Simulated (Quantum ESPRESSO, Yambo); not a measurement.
# Excitons of CdWO4 (P2/c): kernels and approximations, part 3 of 3

Aim: the absorption spectrum of CdWO4 (P2/c) with electron-hole interaction, and what each part of the kernel does.

Quantum ESPRESSO 7.5 and Yambo 5.3.0; LDA and many-body steps on it, plane waves. Known limits of the many-body steps: not at the basis limit; d shell near the gap, gap tends to lie low; no spin-orbit coupling; coarse k mesh; bindings not settled in the k mesh.

So far. Step 10 (Finite momentum (q 3)): The lowest state lies at 4.329 eV.

**12. Negative scissors**

Level of this step: Bethe-Salpeter equation on LDA with a scissors shift, plane waves, norm-conserving pseudopotentials (Yambo).

bse10.in reads:

```
optics
bss
bse
em1s
dipoles
rim_cut
RandQpts= 1000000
RandGvec= 1 RL
Chimod= "HARTREE"
BSKmod= "SEX"
BSEmod= "resonant"
BSSmod= "d"
BSENGexx= 30 Ry
BSENGBlk= 6 Ry
% BSEQptR
 1 | 1 |
%
% BSEBands
 51 | 64 |
%
% BEnRange
 0 | 8 | eV
%
% BDmRange
 0.1 | 0.1 | eV
%
BEnSteps= 161
% BLongDir
 1 | 0 | 0 |
%
% BndsRnXs
 1 | 131 |
%
NGsBlkXs= 6 Ry
% LongDrXs
 1 | 1 | 1 |
%
% KfnQP_E
 -3.0 | 1.0 | 1.0 |
%
WRbsWF
```

Command:

```console
$ OMP_NUM_THREADS=1 mpirun -n 8 yambo -F bse10.in -J bse10,bse3_W -C bse10 > bse10.log
```

The program printed:

```text
 Yambo, version 5.3.0

 [02] CORE Variables Setup
 =========================

  [... cell, symmetries and grids as in the set-up ...]

  [02.05] Energies & Occupations
  ==============================

  [X] === General ===
  [X] Electronic Temperature                        :  0.000000  0.000000 [eV K]
  [X] Bosonic    Temperature                        :  0.000000  0.000000 [eV K]
  [X] Finite Temperature mode                       : no
  [X] El. density                                   :  0.77146E+24 [cm-3]
  [X] Fermi Level                                   :  8.728327 [eV]

  [X] === Gaps and Widths ===
  [X] Conduction Band Min                           :  2.997649 [eV]
  [X] Valence Band Max                              :  0.000000 [eV]
  [X] Filled Bands                                  :   58
  [X] Empty Bands                                   :   59  216
  [X] Direct Gap                                    :  2.997649 [eV]
  [X] Direct Gap localized at k                     :  3
  [X] Indirect Gap                                  :  2.997649 [eV]
  [X] Indirect Gap between kpts                     :  3  3
  [X] Last valence band width                       :  0.441199 [eV]
  [X] 1st conduction band width                     :  0.717368 [eV]

 [03] Transferred momenta grid and indexing
 ==========================================

 IBZ Q-points                                      :  12
 BZ  Q-points                                      :  16

 K/Q-points units:
 rlu = crystal or reduced units; cc = cartesian coordinates; iku = interal k-units

 Q [ 1]         [rlu]:  0.000000  0.000000  0.000000
 Q [ 2]         [rlu]:  0.35366E-17   0.0000     -0.50000
 Q [ 3]         [rlu]:  0.000000 -0.500000  0.000000
[...]
[K+QP] Filled Bands                               :   57
  [K+QP] Metallic Bands                             :   58   59
  [K+QP] Empty Bands                                :   60  216

  [K+QP] === Metallic Characters ===
  [K+QP] N of el / N of met el                      :  116.0000    2.0000
  [K+QP] Average metallic occ.                      :  0.250000

  [WARNING] [K+QP] Metallic system

  Eqp @ K [ 1]
  -99.45580 -99.45564 -74.05337 -74.04753 -60.65227 -60.64996 -60.64104 -60.63880
  -60.61115 -60.61099 -38.42723 -38.40064 -38.39158 -38.31325 -38.31309 -38.24220
  -17.72405 -16.55198 -16.33704 -16.32265 -16.30814 -16.11511 -15.89921 -15.72577
[...]
[... 3 further rows ...]
[...]
Eqp @ K [ 2]
[...]
[... 3 further rows ...]
[...]
Eqp @ K [ 3]
[...]
[... 3 further rows ...]
[...]
Eqp @ K [ 8]
[...]
[... 3 further rows ...]
[...]
Eqp @ K [ 9]
[...]
[... 45 further rows ...]
   21.47097  21.47097  21.76253  21.76254  22.15083  22.15083  23.40570  23.40570
   23.96702  23.96703  25.01166  25.01166  25.50489  25.50489  26.50884  26.50884

 [06] Dipoles
 ============

  [06.01] Setup: observables and procedures
  =========================================

  [WARNING] [x,Vnl] slows the Dipoles computation. To neglect it rename the ns.kb_pp file

  [WARNING] [r,Vnl^pseudo] included in position and velocity dipoles.

  [WARNING] In case H contains other non local terms, these are neglected

 [07] Static Dielectric Matrix
 =============================

    [08.01.05.02] Main kernel loop
    ==============================

    [08.01.05.03] Wave-Function Phases
    ==================================

    [BSE] WF phases found       :  70.83333 [o/o]

   [08.01.06] BSE solver(s) @q1
   ============================

   [SLK-Digonalization]  Pools        :  2
   [SLK-Digonalization]  BLACS grid   :  2  2

   [08.01.07] Diago Solver @q1
   ===========================

 [11] Game Over & Game summary
```

Run time: 33 s. Hardware: 8 MPI ranks of Arm Neoverse V2, shared host; peak memory 3.4 GiB.

The run ended normally, though the input holds a fault or crude settings.

The fault put into this input: negative scissors.

**13. The runs together**

Times are wall times on 8 MPI ranks of Arm Neoverse V2, shared host, good to a factor of about two.

```csv
run,mesh,transitions,broadening (eV),direct gap (eV),lowest state (eV),binding (eV),mesh cell's term (eV),tallest peak (eV),height,time
excitons,4×2×2,3200,0.1,4.803,4.184,0.619,0.614,7.40,5.72,4.3 min
triplet (no exchange term),4×2×2,1792,0.1,4.803,4.135,0.668,0.614,-,-,43 s
field along z,4×2×2,3200,0.1,4.803,-,-,-,4.90,10.3,78 s
beyond Tamm-Dancoff,4×2×2,1792,0.1,4.803,4.186,0.617,0.614,5.85,5.37,4.4 min
finite momentum (q 2),4×2×2,1152,0.1,-,4.275,-,-,6.90,3.09,19 s
finite momentum (q 3),4×2×2,1152,0.1,-,4.329,-,-,5.85,3.10,20 s
RPA with local fields (no direct term),4×2×2,3200,0.1,4.803,-,-,-,9.60,5.03,16 s
```

**14. Results**

| Quantity | Value |
| --- | --- |
| excitons | lowest state 4.184 eV (not settled in the k mesh) |
| triplet (no exchange term) | lowest state 4.135 eV (not settled in the k mesh) |
| field along z | tallest peak 4.9 eV |
| beyond Tamm-Dancoff | lowest state 4.186 eV (not settled in the k mesh) |
| finite momentum (q 2) | lowest state 4.275 eV (not settled in the k mesh) |
| finite momentum (q 3) | lowest state 4.329 eV (not settled in the k mesh) |
| RPA with local fields (no direct term) | tallest peak 9.6 eV |

What this shows: On the 4×2×2 mesh the lowest exciton lies at 4.184 eV, 0.619 eV below the direct gap; one cell of the mesh carries a screened Coulomb term of 0.61 eV by a cubic estimate, rough for this lattice, so this binding is not shown settled. That state is dark or weak; the first strong one lies at 4.552 eV. Bindings below are those of the lowest state. Triplet (no exchange term), against «excitons (4×2×2)»: the lowest state moves by −0.049 eV (keys changed: BSEBands, BSENGexx, BEnSteps, BEnRange and the band window). Triplets are dark. Field along z, against «excitons (4×2×2)»: the tallest peak goes from 7.40 eV to 4.90 eV (keys changed: BSSmod, BSHayTrs and BLongDir). Beyond Tamm-Dancoff, against «excitons (4×2×2)»: the lowest state stays within 0.01 eV (keys changed: BSEBands, BSEmod, BEnSteps, BEnRange and the band window). Finite momentum (q 2), against «excitons (4×2×2)»: the lowest state moves by +0.091 eV (keys changed: BSEBands, BSEQptR, BEnSteps, BEnRange and the band window). Finite momentum (q 3), against «excitons (4×2×2)»: the lowest state moves by +0.145 eV (keys changed: BSEBands, BSEQptR, BEnSteps, BEnRange and the band window). RPA with local fields (no direct term), against «excitons (4×2×2)»: the tallest peak goes from 7.40 eV to 9.60 eV (keys changed: BSKmod, BSSmod and BSHayTrs). A rigid shift treats all transitions alike. In the G0W0 table the openings from the upper filled bands to the empty bands at the same k run from +1.78 to +1.98 eV (median +1.85), where the shift is +1.80 eV, so peaks stand off by such differences. Lines within a few meV of each other can be one level split by numerical noise, or distinct levels. Screening is static and electronic alone, and only transitions inside the band window count. The 4×2×2 mesh is coarse for this cell, which bears on the long-range parts of exchange and screening. A d shell, filled or nearly so, lies near the gap. One-shot GW converges very slowly in bands there, not always from below, and on a semilocal start the gap tends to come out low; starts rich in exact exchange can overshoot instead. The many-body steps are scalar-relativistic: spin-orbit coupling is not in them.

[Paths, hosts, dates, memory and timing lines, banners, echoed tables and standing remarks are left out of the program output.]

[Logs are printed without paths, hosts, clocks, repeated set-up lines and the standing remarks that a program may print on its own settings, such as how far it seeks lower states.]

[Runs of the session that timed out or met a known fault of the program may be left out.]

[Hosts, paths, dates, database ids (printed as entryN), source tags and the programs' standing remarks are cut or masked in the printed files.]
